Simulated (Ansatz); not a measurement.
# H3C2: optical spectrum from first principles

Wanted: where H3C2 starts to absorb, how strongly, and its refractive index. The cell comes from an older database entry, whose edges can differ from later determinations, mostly by under a per cent.

Program: Ansatz 0.2.0. Level of theory: DFT, PBE, plane-wave PAW, default files, scalar-relativistic, independent-particle optical response without local fields. Results are calculated unless marked as measured.

### 1. Set-up

It takes space group C2/m (No. 12, monoclinic). Conventional cell: a = 7.159 Å, b = 6.455 Å, c = 4.078 Å, α = 90.00°, β = 101.05°, γ = 90.00°. Nearest to C lie 3 H at 1.07 to 1.09 Å and 1 C at 1.47 Å. C has 2 C at 1.20 to 1.47 Å nearest. Nearest to H lie 1 C at 1.07 Å. Nearest to H lie 1 C at 1.09 Å. Farther neighbours are not listed.

Structure file:

```cif
data_structure
_symmetry_space_group_name_H-M 'P 1'
_symmetry_Int_Tables_number 1
_cell_length_a 4.8198
_cell_length_b 4.8198
_cell_length_c 4.0782
_cell_angle_alpha 98.186
_cell_angle_beta 98.186
_cell_angle_gamma 84.083
_cell_volume 92.48
loop_
_atom_site_label
_atom_site_type_symbol
_atom_site_fract_x
_atom_site_fract_y
_atom_site_fract_z
_atom_site_occupancy
C1 C 0.72680 0.72680 0.71900 1
C2 C 0.27320 0.27320 0.28100 1
C3 C 0.92130 0.92130 0.91610 1
C4 C 0.07870 0.07870 0.08390 1
H5 H 0.48540 0.21700 0.22810 1
H6 H 0.78300 0.51460 0.77190 1
H7 H 0.51460 0.78300 0.77190 1
H8 H 0.21700 0.48540 0.22810 1
H9 H 0.73000 0.73000 0.45250 1
H10 H 0.27000 0.27000 0.54750 1
```

### 2. Ground state and bands

First the ground state: is it a metal or has it a gap?

This step: DFT, PBE, plane-wave PAW, default files, scalar-relativistic, ground state (Ansatz 0.2.0).

Contents of input.yaml:

```yaml
crystal:
  lattice:
    - [3.579445, -3.227645, 0.0]
    - [3.579445, 3.227645, 0.0]
    - [-0.7818911305, 0.0, 4.0025240002]
  atoms:
    - { symbol: C, position: [0.7268, 0.7268, 0.719] }
    - { symbol: C, position: [0.2732, 0.2732, 0.281] }
    - { symbol: C, position: [0.9213, 0.9213, 0.9161] }
    - { symbol: C, position: [0.0787, 0.0787, 0.0839] }
    - { symbol: H, position: [0.4854, 0.217, 0.2281] }
    - { symbol: H, position: [0.783, 0.5146, 0.7719] }
    - { symbol: H, position: [0.5146, 0.783, 0.7719] }
    - { symbol: H, position: [0.217, 0.4854, 0.2281] }
    - { symbol: H, position: [0.73, 0.73, 0.4525] }
    - { symbol: H, position: [0.27, 0.27, 0.5475] }
kpoints:
  mp_grid: { grid: [5, 5, 6] }
  band_path:
    path:
      - [[0.0, 0.0, 0.0], [0.43696511, 0.43696511, -0.62541379], [0.39427214, 0.39427214, -0.64605145], [0.5, 0.5, -0.5], [0.60999345, 0.39000655, -0.5]]
      - [[0.39000655, -0.39000655, 0.5], [0.0, 0.0, 0.5], [0.47965808, 0.47965808, 0.39522387], [0.60572786, 0.60572786, -0.35394855]]
      - [[0.52034192, -0.47965808, -0.39522387], [0.56303489, -0.43696511, -0.37458621], [0.5, -0.5, 0.0], [0.0, 0.0, 0.0], [0.5, 0.0, -0.5]]
      - [[0.5, 0.0, 0.0], [0.0, 0.0, 0.0]]
    npoints: 4
scf:
  occupations: { method: fermi_dirac, width: 0.05 }
  n_extra_bands: 14
hamiltonian:
  xc: pbe
  pseudopotentials: { kind: paw }
output:
  forces: true
  stress: true
  populations: true
  write_bands: true
```

The run is started by

```sh
$ ansatz run input.yaml --threads 4 --pin off --max-ram 8192MiB --backend cpu --events-out ev --progress --plain --runs-dir out
```

Numbers of over 12 decimals in the logs are rounded to 6 here.

The log of the run:

```text
scf.n_extra_bands = 14 over 11 filled bands (N_el = 22.0): the run solves 25 bands
Engine: ansatz 0.2.0, x86_64-unknown-linux-gnu
Pseudopotentials: kind: paw
Pseudopotential: C, paw, valence charge 4, recommended cutoff 420 eV (normal), C.paw.azcp
Pseudopotential: H, paw, valence charge 1, recommended cutoff 420 eV (normal), H.paw.azcp
Functional definition: PBE
  parameter kappa = 0.804
  parameter beta = 0.066725
  exchange = pbe_x(kappa = kappa, mu = beta*pi^2/3)
  correlation = pbe_c(beta = beta)
Crystal: 10 atoms, lattice volume = 92.484 Å³
Basis set: ecut = 420 eV, 1795 PW (Γ), exchange–correlation on 72×72×60 points (8 copies of the dense FFT grid, shifted against one another)
Bands: 25, of which v1, the nominal top of the filled ones, is band 11 counted from 1 (10 counted from 0)
Symmetry: 4 space group operations
Space group: C2/m (ITA 12), of the structure as read, at distance tolerance 4.5e-5 Å
k-points: 48 of 150
Non-local potential: C, projectors of the file, l = 0: 2, l = 1: 2, l = 2: 1
Non-local potential: H, projectors of the file, l = 0: 2, l = 1: 1
PAW form: soft (Blöchl's): semilocal exchange-correlation on the pseudo side does not see the compensation charge
PAW one-centre angular grid: C, 110 points (default); XC on 64 Gauss nodes
PAW one-centre angular grid: H, 110 points (default); XC on 64 Gauss nodes
Initial density: superposition of atomic densities (neutral atoms: chi_scale 0, normalization atom), corrected by the library's trained network
Initial wavefunctions: pseudopotential atomic-orbital guess
Functional: x = pbe(κ = 0.804, μ = 0.219515), c = pbe(β = 0.066725)
SCF iter   1: F=—  HF=-1098.450250 eV  |F-HF|=—  |Δ(HF+E_count)|=         —  Δρ=6.32e-3  dr2=8.67e-2  ethr=1.77e-3  ⟨swp⟩=6.1  Hψ=6153  notcnv=0  defer=54
preconditioner: auto → none  [insulator: Δε(μ)=5.205 eV  Ē_g=16.481 eV  σ=0.050 eV  W_gap=1.00  n_scr=16 (ndim 8)  ℏωp=18.1 eV  f_vac=0.040  D(μ)=0.00/eV (n_scr^D=0)  ε∞_Penn≈2.2]
SCF iter   2: F=—  HF=-1098.428538 eV  |F-HF|=—  |Δ(HF+E_count)|=   2.17e-2  Δρ=4.16e-3  dr2=1.16e-2  ethr=3.94e-4  ⟨swp⟩=2.0  Hψ=1991  notcnv=0  defer=359
SCF iter   3: F=—  HF=-1098.428444 eV  |F-HF|=—  |Δ(HF+E_count)|=   9.36e-5  Δρ=1.50e-3  dr2=1.43e-3  ethr=5.28e-5  ⟨swp⟩=2.0  Hψ=1515  notcnv=0  defer=359
SCF iter   4: F=—  HF=-1098.429592 eV  |F-HF|=—  |Δ(HF+E_count)|=   1.15e-3  Δρ=4.35e-4  dr2=1.38e-4  ethr=6.52e-6  ⟨swp⟩=2.8  Hψ=1401  notcnv=0  defer=359
SCF iter   5: F=—  HF=-1098.429664 eV  |F-HF|=—  |Δ(HF+E_count)|=   7.16e-5  Δρ=1.05e-4  dr2=4.45e-6  ethr=6.28e-7  ⟨swp⟩=2.0  Hψ=1250  notcnv=0  defer=359
SCF iter   6: F=—  HF=-1098.429673 eV  |F-HF|=—  |Δ(HF+E_count)|=   8.64e-6  Δρ=1.74e-5  dr2=1.46e-7  ethr=2.02e-8  ⟨swp⟩=2.0  Hψ=1364  notcnv=0  defer=359
SCF iter   7: F=-1098.429673 eV  HF=-1098.429673 eV  |F-HF|=1.93e-9  |Δ(HF+E_count)|=   1.92e-7  Δρ=2.57e-6  dr2=3.29e-9  ethr=4.55e-10  ⟨swp⟩=10.2  Hψ=6438  notcnv=0
SCF 1 converged in 7 iterations: F = -1098.429673 eV  dr2 = 3.29e-9
  greatest PAW one-centre occupation: 0.694 electrons in one spin orbital (limit 2), on the C atom at site 3 (counted from 0), in its partial waves of l = 0
NSCF: frozen V_eff on 52 k-points
SCF converged after 7 iterations
Free energy (F): -1098.429673 eV
Harris-Foulkes:  -1098.429673 eV  (|F-HF|=1.93e-9)
Internal energy: -1098.429673 eV  (E = F + TS)
E sigma→0 (E₀):  -1098.429673 eV
Fermi energy:    1.935861 eV
--- Per-component energies (eV) ---
  E_band       = -148.478476
  E_kinetic    = 446.185776
  E_local      = -978.902293  (includes V_loc(G=0)·N_el)
  E_nonlocal   = 121.023160
  E_hartree    = 300.670637
  E_xc         = -245.218767
  E_vxc        = -305.934375  (∫ρ·V_xc dr)
  E_paw        = -401.406555  (= ΣΔE_a)
  E_vpaw       = -32.183072  (= ΣTr[D̂ρ^β])
  E_aug_tail   = -0.008331  (compensation charges beyond the density's cutoff)
  E_ewald      = -340.773300
  E_smearing   = -0.000000  (= −TS)
  E_closure    = -0.000000  (closes the sum)
  Σ components = -1098.429673   (vs F -1098.429673, Δ=0.00e0)
--- Forces (eV/Å), atoms counted from 1 ---
  atom   1  C      1.13311452     0.00000000     0.06453203
  atom   2  C     -1.13311452     0.00000000    -0.06453203
  atom   3  C     -1.48496450    -0.00000000    -0.88506933
  atom   4  C      1.48496450     0.00000000     0.88506933
  atom   5  H      0.40871954    -0.70866888    -0.16115919
  atom   6  H     -0.40871954    -0.70866888     0.16115919
  atom   7  H     -0.40871954     0.70866888     0.16115919
  atom   8  H      0.40871954     0.70866888    -0.16115919
  atom   9  H      0.04402183    -0.00000000    -0.20060254
  atom  10  H     -0.04402183     0.00000000     0.20060254
  max |Σ_I F_I| component: 1.11e-16 eV/Å
--- Stress (GPa, compression-positive) ---
        3.298643      -0.000000      -0.302913
       -0.000000       5.250565       0.000000
       -0.302915       0.000000       2.651093
  P = ⅓ Tr σ = 3.7334 GPa (37.334 kbar)
--- Band table (eV; the first three rows and the last of 48) ---
  k-point 0: bands = [... 7 lower, -4.7805, -4.7485, -1.8412, -1.4291, 4.3503, 5.3486, 6.2536, 7.7776, ... 10 higher]
  k-point 1: bands = [... 7 lower, -4.9871, -4.8104, -1.7685, -1.2847, 4.7178, 5.5551, 5.9437, 8.0781, ... 10 higher]
  k-point 2: bands = [... 7 lower, -5.2411, -4.8976, -1.6144, -1.1155, 5.3447, 5.3964, 6.2888, 7.9003, ... 10 higher]
  k-point 47: bands = [... 7 lower, -5.1936, -4.9905, -0.7850, -0.6305, 5.7760, 5.9213, 7.3201, 7.3684, ... 10 higher]
--- Löwdin populations: 10 sites ---
  site symbol       q [e]
     0      C      4.4726
     1      C      4.4726
     2      C      4.0358
     3      C      4.0358
     4      H      0.7815
     5      H      0.7815
     6      H      0.7815
     7      H      0.7815
     8      H      0.7864
     9      H      0.7864
  spilling = 0.012919 (of n_electrons = 22.000000)
```

Run time: 7.8 s. Hardware: 4 threads of AMD EPYC (Zen 3), shared host; peak memory 0.44 GiB; 21 s of CPU time.

This step gave:

* free energy: -1098.4297 eV
* Fermi energy: 1.936 eV
* gap by band count: 4.981 eV
* electrons: 22
* symmetry operations: 4
* pressure: 3.733 GPa
* gap on the k-mesh: 4.981 eV
* volume: 92.48 Å³
* gap on the path: 4.871 eV
* least direct gap on the path: 5.283 eV

There is a gap, 4.87 eV on the path, so no carriers' term is needed. The cell is left with a pressure of 3.7 GPa and forces up to 1.73 eV/Å, as it stands unrelaxed at this level.

Electronic bands along the path, in eV, zero at the Fermi level; v1 is the highest filled band, c1 the lowest empty one:

| point | v4 | v3 | v2 | v1 | c1 | c2 | c3 | c4 |
| --- | --- | --- | --- | --- | --- | --- | --- | --- |
| Γ | -6.72 | -6.68 | -3.78 | -3.37 | 2.41 | 3.41 | 4.32 | 5.84 |
| halfway | -6.95 | -6.92 | -3.21 | -3.11 | 4.03 | 4.04 | 4.19 | 6.05 |
| Y | -7.15 | -6.80 | -2.75 | -2.52 | 3.93 | 4.06 | 5.32 | 5.74 |
| halfway | -7.10 | -6.76 | -2.78 | -2.56 | 3.92 | 4.10 | 5.21 | 5.66 |
| F | -7.05 | -6.72 | -2.81 | -2.60 | 3.89 | 4.12 | 5.09 | 5.62 |
| halfway | -7.23 | -6.92 | -2.72 | -2.50 | 3.94 | 4.03 | 5.60 | 5.88 |
| L | -7.21 | -7.03 | -2.69 | -2.46 | 3.93 | 3.93 | 5.83 | 5.94 |
| halfway | -7.21 | -6.99 | -2.70 | -2.49 | 3.90 | 3.95 | 5.67 | 5.71 |
| I | -7.10 | -6.91 | -2.73 | -2.59 | 3.82 | 4.00 | 5.32 | 5.37 |
| jump to I1 | -7.10 | -6.91 | -2.73 | -2.59 | 3.82 | 4.00 | 5.32 | 5.37 |
| halfway | -6.79 | -6.77 | -3.16 | -2.91 | 3.40 | 3.90 | 4.72 | 4.89 |
| Z | -7.08 | -6.92 | -3.47 | -3.01 | 3.21 | 3.68 | 4.99 | 5.58 |
| halfway | -7.03 | -6.76 | -3.05 | -3.02 | 3.60 | 4.29 | 5.05 | 5.73 |
| H | -7.23 | -6.89 | -2.71 | -2.47 | 3.92 | 3.96 | 5.50 | 5.84 |
| halfway | -6.56 | -6.40 | -2.98 | -2.51 | 2.79 | 3.77 | 4.48 | 4.99 |
| F1 | -7.05 | -6.72 | -2.81 | -2.60 | 3.89 | 4.12 | 5.09 | 5.62 |
| jump to H1 | -7.23 | -6.89 | -2.71 | -2.47 | 3.92 | 3.96 | 5.50 | 5.84 |
| halfway | -7.19 | -6.85 | -2.72 | -2.49 | 3.93 | 4.01 | 5.41 | 5.81 |
| Y1 | -7.15 | -6.80 | -2.75 | -2.52 | 3.93 | 4.06 | 5.32 | 5.74 |
| halfway | -6.77 | -6.50 | -2.85 | -2.50 | 3.35 | 3.85 | 4.86 | 4.93 |
| X | -6.54 | -6.38 | -2.98 | -2.50 | 2.79 | 3.80 | 4.76 | 4.92 |
| halfway | -6.86 | -6.63 | -3.14 | -3.14 | 3.07 | 3.82 | 3.96 | 5.84 |
| Γ | -6.72 | -6.68 | -3.78 | -3.37 | 2.41 | 3.41 | 4.32 | 5.84 |
| halfway | -6.87 | -6.80 | -3.50 | -3.05 | 3.52 | 3.99 | 4.11 | 5.97 |
| N | -7.00 | -6.58 | -3.46 | -2.63 | 3.41 | 4.29 | 5.20 | 5.87 |
| jump to M | -6.79 | -6.70 | -3.35 | -2.74 | 2.84 | 3.33 | 4.16 | 4.77 |

(Part 1 of 2 ends here.)

[Logs are printed without paths, hosts, clocks, repeated set-up lines and the standing remarks that a program may print on its own settings, such as how far it seeks lower states.]

[Hosts, paths, dates, database ids (printed as entryN), source tags and the programs' standing remarks are cut or masked in the printed files.]
